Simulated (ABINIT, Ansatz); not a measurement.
```json
{"subject": "Te2Mo (P6_3/mmc): one start, several treatments of the self-energy", "lattice_ang": [[3.5182, -0.0, 0.0], [-1.7591, 3.0469, 0.0], [0.0, 0.0, 13.9736]], "atoms": [["Te", 0.3333, 0.6667, 0.621], ["Te", 0.6667, 0.3333, 0.121], ["Te", 0.3333, 0.6667, 0.879], ["Te", 0.6667, 0.3333, 0.379], ["Mo", 0.3333, 0.6667, 0.25], ["Mo", 0.6667, 0.3333, 0.75]], "method": "RPA screening on PBE, plane waves, norm-conserving pseudopotentials (and 4 further levels or steps)", "program": "ABINIT 10.8.3", "settings": "cutoff 39 Ha, PseudoDojo scalar-relativistic 0.4 stringent, norm-conserving, ngkpt (3, 3, 1), nband 342, ecuteps 5.2 Ha, gwcalctyp 2, nfreqre 16, nfreqim 8, inclvkb 2, freqremax 40 eV, spmeth 1, nomegasf 120, shiftk (0, 0, 0), symchi 1, awtr 1, frequency cd, 3×3×1 k-mesh", "cost": "9 runs, 32 min in all on 8 MPI ranks of Intel Xeon Platinum 8488C (Sapphire Rapids), shared host", "notes": "The program’s warnings: Min real frequency set to default [Ha] = and nproc spkpt=  >= nkpt= * nsppol=. The cell and positions come from the Crystallography Open Database and are kept as given unless a step says otherwise. Limits: no spin-orbit coupling. Against experiment, by G0W0, Godby-Needs plasmon pole: the gap of 1.43 eV lies +0.47 eV from the measured 0.96 ± 0.02 eV (indirect, 77 K, 2014); the direct gap of 1.46 eV lies +0.40 eV from the measured 1.06 eV (direct, 295 K, 2017); the direct gap of 1.46 eV lies +0.52 eV from the measured 0.94 eV (exciton, 300 K, 2016); the gap of 1.43 eV lies +0.55 eV from the measured 0.88 ± 0.05 eV (indirect, 300 K, 2014); the direct gap of 1.46 eV lies +0.43 eV from the measured 1.03 eV (exciton, 300 K, 2016). An exciton line or allowed optical edge lies below the quasiparticle gap by the binding energy; a forbidden edge can push the onset above it. These are gaps on the mesh, at modest bands and cutoff. The calculation has static nuclei and no excitons; a measured gap holds zero-point and thermal motion, which mostly lowers it. With atoms this heavy the missing spin-orbit coupling may be the largest error. The 3×3×1 mesh is coarse for this cell, which bears on the long-range parts of exchange and screening.", "results": {"g0w0_godby_needs_plasmon_pole": "1.430 eV", "g0w0_engel_farid_plasmon_pole": "1.441 eV", "g0w0_hybertsen_louie_plasmon_pole": "1.542 eV", "one_shot_cohsex": "1.489 eV", "one_shot_hartree_fock": "6.256 eV", "g0w0_contour_deformation": "1.302 eV", "known_limits": "short of the basis limit; no spin-orbit coupling; coarse k mesh"}}
```

[Long decimals in the printed logs are rounded to 6 places.]

[Logs are printed without paths, hosts, clocks, repeated set-up lines and the standing remarks that a program may print on its own settings, such as how far it seeks lower states.]

[Paths, hosts, dates, memory and timing lines, banners, echoed tables and standing remarks are left out of the program output; an Ansatz launch command may be rebuilt from the run's recorded settings. Measured values are a selection of at most five: reports struck by readers or far from the other reports are left out. None is set beside runs whose start may be inverted or whose files or cutoffs have a known fault.]

[Runs of the session that timed out or met a known fault of the program may be left out.]

[Hosts, paths, dates, database ids (printed as entryN), source tags and the programs' standing remarks are cut or masked in the printed files.]

[G0W0 gaps are taken among the corrected bands and points alone; a level outside them can change the order at an edge.]

[Where Ansatz stands beside ABINIT at settings called matched, ABINIT's density can come from a denser mesh and the files from another edition; pairs whose starting gaps differed by over 0.03 eV were left out, so agreement reads better than it is.]
